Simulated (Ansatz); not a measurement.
# Ag3As (model cell, started as anti-ReO3 type): following an unstable mode, part 2 of 2

Which phase does Ag3As (model cell, started as anti-ReO3 type) fall into along its unstable mode, and how much energy does it gain?

Ansatz 0.2.0; DFT PBE, scalar-relativistic, plane waves, PAW.

So far, highest frequency on the path or at a solved wavevector (cm⁻¹): step 2 (the dispersion) 252. Also lowest frequency on the path (cm⁻¹): step 2 -59.2.

The structure was built from a prototype and need not be the compound's stable phase.

**6. Relaxation from the frozen mode**

Starting from the lowest point found, all atoms and the cell are let go, so that strain and other modes of the same symmetry can join in.

input.yaml

```yaml
crystal:
  lattice:
    - [5.0031983723, 0.0, 0.0]
    - [0.0, 5.0031983723, 0.0]
    - [0.0, 0.0, 5.0031983723]
  atoms:
    - { symbol: As, position: [0.0, -0.063959087, 0.0] }
    - { symbol: Ag, position: [0.5, 0.0511712486, 0.0] }
    - { symbol: Ag, position: [0.0, 0.4420813164, 0.0] }
    - { symbol: Ag, position: [0.0, 0.0511712486, 0.5] }
kpoints:
  mp_grid: { grid: [6, 6, 6] }
hamiltonian:
  xc: pbe
scf:
  occupations: { method: fixed }
output:
  forces: true
  stress: true
  eigenvalues: true
relax:
  adjacent_minimum: "off"
  f_tol: 0.002
  max_steps: 120
  cell: { stress_tol: 0.03 }
```

Run with:

```bash
ansatz run input.yaml --threads 4 --pin off --max-ram 7168MiB --backend cpu --events-out ev --progress --plain --runs-dir out
```

Numbers of over 12 decimals in the logs are rounded to 6 here.

Output:

```text
[...]
Crystal: 4 atoms, lattice volume = 125.240 Å³
Basis set: ecut = 420 eV, 2469 PW (Γ), exchange–correlation on 72×72×72 points (8 copies of the dense FFT grid, shifted against one another)
Bands: 44, of which v1, the nominal top of the filled ones, is band 36 counted from 1 (35 counted from 0)
Symmetry: 8 space group operations
[...]
k-points: 40 of 216 (time reversal used)
[...]
SCF iter   1: F=—  HF=-27626.810981 eV  |F-HF|=—  |Δ(HF+E_count)|=         —  Δρ=1.78e-3  dr2=4.54e-3  ethr=1.77e-3  ⟨swp⟩=4.9  Hψ=5184  notcnv=0  defer=232
[...]
SCF iter   8: F=-27626.812280 eV  HF=-27626.812280 eV  |F-HF|=1.53e-7  |Δ(HF+E_count)|=   7.60e-7  Δρ=5.03e-6  dr2=4.93e-8  ethr=1.39e-10  ⟨swp⟩=9.4  Hψ=8573  notcnv=0
SCF 1 converged in 8 iterations: F = -27626.812280 eV  dr2 = 4.93e-8
[...]
relax step   1: F+E_penalty+E_count = -27626.81227993 eV  Δ(F+E_penalty+E_count) = +0.000e0 eV  max|allowed force component| = 3.655e-1 eV/Å  Δτ_max = 0.0000 Å  P = -1.094 GPa  Ω = 125.240 Å³  (8 SCF iters, dr2 threshold 1.00e-7 eV, accepted)
Crystal: 4 atoms, lattice volume = 120.257 Å³
Basis set: ecut = 420 eV, 2373 PW (Γ), exchange–correlation on 72×72×72 points (8 copies of the dense FFT grid, shifted against one another)
[...]
iter 1 solved again at ethr=1.69e-5 eV; its pass at ethr=3.10e-3 eV (dr2=1.22e-2 eV) is discarded
[...]
SCF iter   7: F=-27626.846961 eV  HF=-27626.846960 eV  |F-HF|=3.90e-7  |Δ(HF+E_count)|=   1.69e-6  Δρ=8.35e-6  dr2=2.06e-7  ethr=5.56e-10  ⟨swp⟩=8.5  Hψ=8444  notcnv=0
SCF 2 converged in 7 iterations: F = -27626.846961 eV  dr2 = 2.06e-7
[...]
relax step   2: F+E_penalty+E_count = -27626.84696075 eV  Δ(F+E_penalty+E_count) = -3.468e-2 eV  max|allowed force component| = 6.208e-2 eV/Å  Δτ_max = 0.0536 Å  P = +0.174 GPa  Ω = 120.257 Å³  energy of the carried Pulay correction = +1.186e-3 eV  (7 SCF iters, dr2 threshold 4.00e-7 eV, accepted)
Crystal: 4 atoms, lattice volume = 120.419 Å³
[...]
SCF iter   5: F=-27626.848193 eV  HF=-27626.848193 eV  |F-HF|=2.04e-8  |Δ(HF+E_count)|=   2.51e-8  Δρ=6.31e-6  dr2=1.35e-7  ethr=5.56e-10  ⟨swp⟩=9.2  Hψ=7970  notcnv=0
SCF 3 converged in 5 iterations: F = -27626.848193 eV  dr2 = 1.35e-7
relax step   3: F+E_penalty+E_count = -27626.84819281 eV  Δ(F+E_penalty+E_count) = -1.232e-3 eV  max|allowed force component| = 1.627e-2 eV/Å  Δτ_max = 0.0075 Å  P = +0.045 GPa  Ω = 120.419 Å³  energy of the carried Pulay correction = +1.147e-3 eV  (5 SCF iters, dr2 threshold 4.00e-7 eV, accepted)
[...]
relax step   4: F+E_penalty+E_count = -27626.84825201 eV  Δ(F+E_penalty+E_count) = -5.920e-5 eV  max|allowed force component| = 2.164e-4 eV/Å  Δτ_max = 0.0021 Å  P = -0.001 GPa  Ω = 120.492 Å³  energy of the carried Pulay correction = +1.129e-3 eV  (5 SCF iters, dr2 threshold 3.88e-8 eV, accepted)
[...]
SCF iter   7: F=-27626.847054 eV  HF=-27626.847054 eV  |F-HF|=1.46e-11  |Δ(HF+E_count)|=  1.56e-10  Δρ=5.46e-8  dr2=7.33e-12  ethr=1.00e-12  ⟨swp⟩=11.4  Hψ=10251  notcnv=0
SCF 5 converged in 7 iterations: F = -27626.847054 eV  dr2 = 7.33e-12
relax step   5: F+E_penalty+E_count = -27626.84705359 eV  Δ(F+E_penalty+E_count) = +1.198e-3 eV  max|allowed force component| = 2.050e-4 eV/Å  Δτ_max = 0.0000 Å  P = +0.002 GPa  Ω = 120.492 Å³  stress off target by 3.35e-3 GPa  SCF on the basis re-selected at this cell (its energy is not comparable with the rows above)  (7 SCF iters)
basis re-selected at this cell: Δ(F+E_penalty+E_count) = +1.198e-3 eV, ΔP = +0.003 GPa vs the last step (what re-selecting the basis moved, of the pressure what is left beyond the Pulay correction that the steps carried, after the strain that the cell walked since its last selection, with what the two solves' SCF thresholds leave and, on support functions, any second-order correction that the steps lacked; it is no m [...]
SCF converged after 7 iterations
Free energy (F): -27626.847054 eV
[...]
Internal energy: -27626.847054 eV  (E = F + TS)
E sigma→0 (E₀):  -27626.847054 eV
Fermi energy:    7.469728 eV
[...]
--- Forces (eV/Å), atoms counted from 1 ---
  atom   1  As    -0.00000000    -0.00013068     0.00000000
  atom   2  Ag    -0.00000000     0.00016782     0.00000000
  atom   3  Ag    -0.00000000    -0.00020500     0.00000000
  atom   4  Ag     0.00000000     0.00016782     0.00000000
  max |Σ_I F_I| component: 3.54e-8 eV/Å
--- Stress (GPa, compression-positive) ---
        0.001823       0.000000       0.000000
        0.000000       0.003348       0.000000
        0.000000       0.000000       0.001823
  P = ⅓ Tr σ = 0.0023 GPa (0.023 kbar)
--- Band table (eV; the first three rows and the last of 40) ---
  k-point 0: bands = [... 32 lower, 4.0849, 5.3218, 5.7708, 5.7708, 7.8503, 9.5470, 9.8239, 13.4951, ... 4 higher]
  k-point 1: bands = [... 32 lower, 4.0349, 5.2421, 5.4831, 5.9946, 7.9479, 9.7175, 10.5915, 12.7156, ... 4 higher]
  k-point 2: bands = [... 32 lower, 3.9354, 4.6233, 5.7989, 6.4093, 8.0949, 9.8604, 10.9630, 12.8700, ... 4 higher]
  k-point 39: bands = [... 32 lower, 4.0244, 6.0057, 6.1890, 6.1890, 8.4863, 8.4863, 8.8742, 12.9671, ... 4 higher]
--- Relaxed structure (4 steps of the walk, 4 accepted, 1 SCFs on fresh bases) ---
  F+E_penalty+E_count = -27626.84705359 eV   max|allowed force component| = 2.050e-4 eV/Å   (the final SCF, on the basis selected at the relaxed cell)
  cell:  # Å, volume = 120.4924 Å³
    - [4.894823, 0, 0.0]
    - [0, 5.029047, 0.0]
    - [0.0, 0.0, 4.894823]
  atoms:
    - { symbol: As, position: [0, -0.070962, 0.0] }
    - { symbol: Ag, position: [0.5, 0.060598, 0.0] }
    - { symbol: Ag, position: [0, 0.430231, 0.0] }
    - { symbol: Ag, position: [0, 0.060598, 0.5] }
```

Elapsed: 29 s, on 4 threads of Arm Neoverse V1, shared host; peak memory 0.42 GiB.

The steps of the relaxation:

```tsv
step	energy less that of the first step (eV)	largest force component (eV/Å)	pressure (GPa)	volume (Å³)
1	0.0000	0.3655	-1.09	125.24
2	-0.0347	0.0621	0.17	120.26
3	-0.0359	0.0163	0.04	120.42
4	-0.0360	0.0002	0.00	120.49
5*	-0.0348	0.0002	0.00	120.49
```

Relaxation steps marked * repeat the geometry before them on a plane-wave basis chosen anew for their cell, so energy and pressure can jump there.

Forces are held to the 8 operations that the run works with; a distortion that breaks them can't arise in this run.

```tsv
conventional cell, symmetrised	before	after	change
a (Å)	5.003	4.895	-2.2 %
b (Å)	5.003	4.895	-2.2 %
c (Å)	5.003	5.029	+0.5 %
volume (Å³/atom)	31.31	30.12	-3.8 %
```

The atoms that moved most (Å, as changes of fractional coordinates times the final cell):

```tsv
atom	dx	dy	dz	length
Ag3	0.000	-0.060	0.000	0.060
Ag2	0.000	0.047	0.000	0.047
Ag4	0.000	0.047	0.000	0.047
As1	0.000	-0.035	0.000	0.035
```

The relaxed structure:

```xyz
4
Lattice="4.8948 0.0000 0.0000 0.0000 5.0290 0.0000 0.0000 0.0000 4.8948" Properties=species:S:1:pos:R:3 pbc="T T T"
As    0.0000   -0.3569    0.0000
Ag    2.4474    0.3047    0.0000
Ag    0.0000    2.1637    0.0000
Ag    0.0000    0.3047    2.4474
```

Numbers from this step:

```
pressure          : 0.002331 GPa
gap on the k-mesh : 0.3806 eV
volume per atom   : 30.12 Å³
```

The distorted start has space group P4mm; the relaxation ends in P4mm.

**7. The new phase in its own primitive cell**

The relaxed structure is symmetrised, reduced to its primitive cell and relaxed tightly, as its phonons need.

input.yaml, the sections that differ from step 6:

```yaml
crystal:
  lattice:
    - [4.8948230176, 0.0, 0.0]
    - [0.0, 4.8948230176, 0.0]
    - [0.0, 0.0, 5.0290466983]
  atoms:
    - { symbol: As, position: [0.0, 0.0, 0.070962318] }
    - { symbol: Ag, position: [0.5, 0.0, 0.9394021409] }
    - { symbol: Ag, position: [0.0, 0.0, 0.5697686735] }
    - { symbol: Ag, position: [0.0, 0.5, 0.9394021409] }
relax:
  adjacent_minimum: "off"
  f_tol: 0.001
  max_steps: 60
  cell: { stress_tol: 0.01 }
# kpoints, hamiltonian, scf, output: as in step 6
```

Output:

```text
[...]
Crystal: 4 atoms, lattice volume = 120.492 Å³
Basis set: ecut = 420 eV, 2373 PW (Γ), exchange–correlation on 72×72×72 points (8 copies of the dense FFT grid, shifted against one another)
Bands: 44, of which v1, the nominal top of the filled ones, is band 36 counted from 1 (35 counted from 0)
Symmetry: 8 space group operations
[...]
k-points: 40 of 216 (time reversal used)
[...]
--- Relaxed structure (1 steps of the walk, 1 accepted, 1 SCFs on fresh bases) ---
[...]
cell:  # Å, volume = 120.4924 Å³
    - [4.8948230176, 0.0, 0.0]
    - [0.0, 4.8948230176, 0.0]
    - [0.0, 0.0, 5.0290466983]
  atoms:
    - { symbol: As, position: [0.0, 0.0, 0.070962] }
    - { symbol: Ag, position: [0.5, 0.0, 0.939402] }
    - { symbol: Ag, position: [0.0, 0.0, 0.569769] }
    - { symbol: Ag, position: [0.0, 0.5, 0.939402] }
[key lines of the parts left out:]
SCF converged after 8 iterations
Free energy (F): -27626.847054 eV
Fermi energy:    7.469727 eV
P = ⅓ Tr σ = 0.0023 GPa (0.023 kbar)
```

Wall time 13 s (4 threads); peak memory 0.41 GiB.

Little changed from the start: no atom moved by 0.005 Å and no cell edge by 0.1 %.

Numbers from this step:

| Item | Value |
| --- | --- |
| direct gap on mesh | 0.6230 eV |

The largest force component left is 0.21 meV/Å and the pressure is 0.002 GPa, within the tolerances set. The cell now holds 30.12 Å³/atom.

**8. Modes of the new phase**

A relaxed structure may still be a saddle point, so its zone-centre modes are computed. The response to a homogeneous field gives the Born charges and the dielectric tensor.

input.yaml: that of step 7 with these lines changed.

```diff
@@ -17,9 +17,6 @@
 output:
-  forces: true
-  stress: true
   eigenvalues: true
-relax:
-  adjacent_minimum: "off"
-  f_tol: 0.001
-  max_steps: 60
-  cell: { stress_tol: 0.01 }
+phonons:
+  method: dfpt
+  dielectric: true
+  rigid_motions: translations
```

Output:

```text
[...]
Crystal: 4 atoms, lattice volume = 120.492 Å³
Basis set: ecut = 420 eV, 2373 PW (Γ), exchange–correlation on 72×72×72 points (8 copies of the dense FFT grid, shifted against one another)
Bands: 44, of which v1, the nominal top of the filled ones, is band 36 counted from 1 (35 counted from 0)
Symmetry: 8 space group operations
k-points: 112 of 216 (irreducible under 1 space group operation, time reversal used)
[...]
SCF iter   1: F=—  HF=-27626.847642 eV  |F-HF|=—  |Δ(HF+E_count)|=         —  Δρ=2.20e-3  dr2=8.36e-3  ethr=1.77e-3  ⟨swp⟩=4.9  Hψ=14523  notcnv=0  defer=653
[...]
SCF iter  12: F=-27626.847054 eV  HF=-27626.847054 eV  |F-HF|=1.24e-10  |Δ(HF+E_count)|=  6.04e-10  Δρ=1.53e-7  dr2=5.02e-11  ethr=1.00e-12  ⟨swp⟩=13.0  Hψ=28736  notcnv=0
SCF 1 converged in 12 iterations: F = -27626.847054 eV  dr2 = 5.02e-11
[...]
DFPT response loops at Γ: preconditioner auto → none (the input reference at scf.mixing.eps_inf says where Resta's filter doesn't serve); β = 0.50; Broyden in place of MSR1
── the response to a field inside a basis, on 12×12×12 k-points: an SCF that follows is theirs, and a resumed run solves both again ──
Bands: 37, of which v1, the nominal top of the filled ones, is band 36 counted from 1 (35 counted from 0)
k-points: 126 of 1728 (time reversal used)
[...]
Eigensolver: Dense (126 Hₖ)
SCF iter   1: F=—  HF=-27626.800577 eV  |F-HF|=—  |Δ(HF+E_count)|=         —  Δρ=2.53e-4  dr2=5.04e-5  ethr=1.00e-1
[...]
SCF iter   5: F=-27626.800587 eV  HF=-27626.800587 eV  |F-HF|=1.15e-7  |Δ(HF+E_count)|=   8.26e-9  Δρ=5.15e-6  dr2=7.08e-8  ethr=8.17e-10
SCF 1 converged in 5 iterations: F = -27626.800587 eV  dr2 = 7.08e-8
[...]
WARN: field response: inside a basis, on 12×12×12 points, no mesh in reach settles it: take ε∞, Z* and everything formed from them with what they may err, as stated (eps_inf_uncertainty, zstar_uncertainty_e), and compare with field_mesh: kpoints on a denser kpoints.mp_grid
WARN: field response: ε∞ stands inside a basis, on 12×12×12 points; the force constants stand on the 6×6×6 k-mesh, whose period is 10.17 times the interband length at k = (0.0000, -0.5000, -0.5000), direct gap 0.623 eV, under 14: take them and everything formed from them as unconverged, and compare with a denser kpoints.mp_grid
SCF converged after 12 iterations
Free energy (F): -27626.847054 eV
[...]
Internal energy: -27626.847054 eV  (E = F + TS)
E sigma→0 (E₀):  -27626.847054 eV
Fermi energy:    7.469725 eV
[...]
--- Band table (eV; the first three rows and the last of 112) ---
  k-point 0: bands = [... 32 lower, 4.0849, 5.3218, 5.7708, 5.7708, 7.8503, 9.5470, 9.8239, 13.4951, ... 4 higher]
  k-point 1: bands = [... 32 lower, 4.0742, 4.8771, 6.0234, 6.0234, 8.6233, 9.8000, 9.8864, 13.1794, ... 4 higher]
  k-point 2: bands = [... 32 lower, 4.0742, 4.3983, 6.5146, 6.5146, 8.8992, 10.0378, 11.1301, 12.4127, ... 4 higher]
  k-point 111: bands = [... 32 lower, 4.0244, 6.0056, 6.1889, 6.1889, 8.4863, 8.4863, 8.8742, 12.9670, ... 4 higher]
--- Phonons (Γ-DFPT): 7 representative perturbations + reference, on 112 of 216 k-points (Σ response iterations 21) ---
  k mesh reduced under 1 symmetry operation, with k and −k counted as one. Each operation leaves every solved perturbation unchanged. A smaller set is not considered because the run solves the response to a homogeneous field
  ASR residual: 9.727e-5 → 0.000e0 eV/Å²; symmetrization residual: 3.732e-5 eV/Å²
  ASR residual per site (eV/Å²): 5.55e-5 9.73e-5 7.45e-5 9.73e-5
[...]
ε∞ (high-frequency dielectric tensor):
        7.660349     0.000000     0.000000
        0.000000     7.660349     0.000000
        0.000000     0.000000     7.834315
  softest optical mode at Γ: -42.08 cm⁻¹; the repairs (sum rule, projections) moved no ω² at Γ by more than (1.37 cm⁻¹)²
  Born effective charges Z* (e; rows j = field, columns β = displacement):
    site 0:
        -0.98120   -0.00000   -0.00000
        -0.00000   -0.98120   -0.00000
        -0.00000   -0.00000   -0.83978
    site 1:
         1.03922   -0.00000   -0.00000
         0.00000   -0.00131    0.00000
        -0.00000    0.00000   -0.25285
    site 2:
        -0.05671    0.00000    0.00000
        -0.00000   -0.05671   -0.00000
         0.00000    0.00000    1.34549
    site 3:
        -0.00131    0.00000    0.00000
         0.00000    1.03922    0.00000
         0.00000   -0.00000   -0.25285
  Z* charge neutrality: 9.877e-3 e pre-enforcement
  solved inside a basis spanned on kpoints, on 12×12×12 k-points, which do not settle them: ε∞ is read to err by 6.5e-2, Z* by 3.4e-2 e (field_mesh: kpoints solves on kpoints); Z* is corrected for what the basis lacks
  optical modes at Γ without the LO–TO term, one row a degenerate level:
      ω (cm⁻¹)  modes    IR ((D/Å)²/amu)
        -42.08      2             0.0012
         -6.38      2             0.0001
         56.30      1             0.0000
         78.41      1             0.0877
        225.74      2             1.0549
        256.02      1             0.5440
  optical modes at Γ + LO–TO along q̂ = [1.0000, 0.0000, 0.0000]:
      ω (cm⁻¹)  modes    IR ((D/Å)²/amu)
        -42.08      1             0.0006
        -42.06      1             0.0006
         -6.38      1             0.0001
         -6.37      1             0.0001
         56.30      1             0.0000
         78.41      1             0.0877
        225.74      1             0.5274
        228.42      1             0.5275
        256.02      1             0.5440
  optical modes at Γ + LO–TO along q̂ = [0.0000, 1.0000, 0.0000]:
      ω (cm⁻¹)  modes    IR ((D/Å)²/amu)
        -42.08      1             0.0006
        -42.06      1             0.0006
         -6.38      1             0.0001
         -6.37      1             0.0001
         56.30      1             0.0000
         78.41      1             0.0877
        225.74      1             0.5274
        228.42      1             0.5275
        256.02      1             0.5440
  optical modes at Γ + LO–TO along q̂ = [0.0000, 0.0000, 1.0000]:
      ω (cm⁻¹)  modes    IR ((D/Å)²/amu)
        -42.08      2             0.0012
         -6.38      2             0.0001
         56.30      1             0.0000
         79.64      1             0.0842
        225.74      2             1.0549
        258.41      1             0.5475
```

Wall time 3.8 min (4 threads); peak memory 2.1 GiB; 15 min of CPU time.

Numbers from this step:

| Property | Result |
| --- | --- |
| sum-rule residual before enforcement | 9.73e-5 eV/Å² |
| miss of the charge sum rule | 0.009877 e |
| estimated error of the dielectric tensor | 0.06497 |
| estimated error of the Born charges | 0.03350 e |
| point group | 4mm |
| highest optical mode at the zone centre (no LO-TO term) | 256.0 cm⁻¹ |
| lowest optical zone-centre mode | -42.08 cm⁻¹ |
| mean high-frequency dielectric constant | 7.718 |
| largest Born charge (third of the trace) | -0.9341 e |
| top of the zone-centre spectrum with the field | 258.4 cm⁻¹ |

Without the LO-TO term. Patterns of degenerate modes are one choice out of their space. The modes at Γ (shares of kinetic energy by element, %) (negative means imaginary):

```tsv
mode	frequency (cm⁻¹)	symmetry	As %	Ag %
1	-42.1	E	24	76
2	-42.1	E	24	76
3	-6.4	E	4	96
4	-6.4	E	4	96
5	0.0	acoustic	19	81
6	0.0	acoustic	19	81
7	0.0	acoustic	19	81
8	56.3	B1	0	100
9	78.4	A1	17	83
10	225.7	E	53	47
11	225.7	E	53	47
12	256.0	A1	64	36
```

Displacements in mode 1 (-42.1 cm⁻¹), the largest set to 1:
```
As1 -0.86  0.02  0.00
Ag2 -0.71 -0.03  0.00
Ag3  0.31 -0.01  0.00
Ag4  1.00  0.02  0.00
```

Displacements in mode 8 (56.3 cm⁻¹), the largest set to 1:
```
As1  0.00  0.00  0.00
Ag2  0.00  0.00  1.00
Ag3  0.00  0.00  0.00
Ag4  0.00  0.00 -1.00
```

High-frequency dielectric tensor, which the program warns is not settled by the k meshes in reach. Tensor:

```tsv
	x	y	z
x	7.66	0	0
y	0	7.66	0
z	0	0	7.834
```

Optical modes at the zone centre, without and with the macroscopic field of the longitudinal modes; each column is sorted by frequency, so a row need not hold one and the same mode. Modes with and without the field, by row:

```tsv
rank among optical modes	no field (cm⁻¹)	q along (1, 0, 0) (cm⁻¹)	q along (0, 0, 1) (cm⁻¹)
1	-42.1	-42.1	-42.1
2	-42.1	-42.1	-42.1
3	-6.4	-6.4	-6.4
4	-6.4	-6.4	-6.4
5	56.3	56.3	56.3
6	78.4	78.4	79.6
7	225.7	225.7	225.7
8	225.7	228.4	225.7
9	256	256	258.4
```

Born charge (rows field, columns displacement) (e), principal values of the symmetric part by kind of site:

```tsv
atom	atoms with these values	low	middle	high	mean
As1	1	-0.98	-0.98	-0.84	-0.93
Ag2	2	-0.25	0.00	1.04	0.26
Ag3	1	-0.06	-0.06	1.35	0.41
```

In full for Ag3:

```
-0.06  0.00  0.00
 0.00 -0.06  0.00
 0.00  0.00  1.35
```

Transverse modes; imaginary modes are left out. Lines of the infrared spectrum (strongest = 100):

```tsv
position (cm⁻¹)	label	relative intensity
56	B1	0.0
78	A1	8.3
226	E	100
256	A1	52
```

Before it was imposed, the acoustic sum rule was missed by 9.7e-5 eV/Å² and the charge sum rule by 0.0099 e. Small misses are needed for a sound result but don't prove that mesh and cutoff are converged. The lowest optical mode is imaginary, 42.1i cm⁻¹, so the energy falls along it.

The log warns of the k mesh: “the force constants stand on the 6×6×6 k-mesh, whose period is 10.17 times the interband length at k = (0.0000, -0.5000, -0.5000), direct gap 0.623 eV, under 14: take them and everything formed from them as unconverged”.

**9. Results**

| Quantity | Value |
| --- | --- |
| unstable mode of the parent | q = (0, 0, 0), 59i cm⁻¹ |
| depth at the lowest point sampled | 22.4 meV/atom |
| largest atomic shift at that point | 0.32 Å |
| space group reached (within 0.01 Å) | P4mm |
| energy gained over the parent (first relaxation, on the mesh of the frozen mode) | 31.1 meV/atom |
| volume per atom, phase reached | 30.1 Å³ |
| gap on the k-mesh, phase reached | 0.381 eV |
| lowest optical zone-centre mode, phase reached | -42.1 cm⁻¹ |
| highest optical mode at the zone centre (no LO-TO term), phase reached | 256 cm⁻¹ |

What this shows: Along this mode the structure falls into P4mm, 31.1 meV/atom below the parent. At the parent's cell the well is 22.38 meV/atom deep on the steps tried, with its lowest point at a shift of 0.32 Å. Relaxing atoms and cell changes the gain by +8.69 meV/atom against the lowest step (energies at zero smearing). The new phase still has an imaginary mode at the zone centre of its cell, so it is a saddle point on the way to a lower structure. Of the 4 patterns followed to their end from this parent, this one ends 97.3 meV/atom above the lowest, R3m. Each path keeps the symmetry of its pattern, so a lower phase may lie along a pattern not tried. With the field response the log warns that the k mesh is coarse for the force constants too, so the frequencies may not be converged. In at least one run the field response is not settled by the k meshes in reach, so its dielectric tensor, Born charges and longitudinal modes are rough. The starting cell was built on a prototype and not taken from a measurement, so the phase need not exist.

[Logs are printed without paths, hosts, clocks, repeated set-up lines and the standing remarks that a program may print on its own settings, such as how far it seeks lower states.]

[Hosts, paths, dates, database ids (printed as entryN), source tags and the programs' standing remarks are cut or masked in the printed files.]
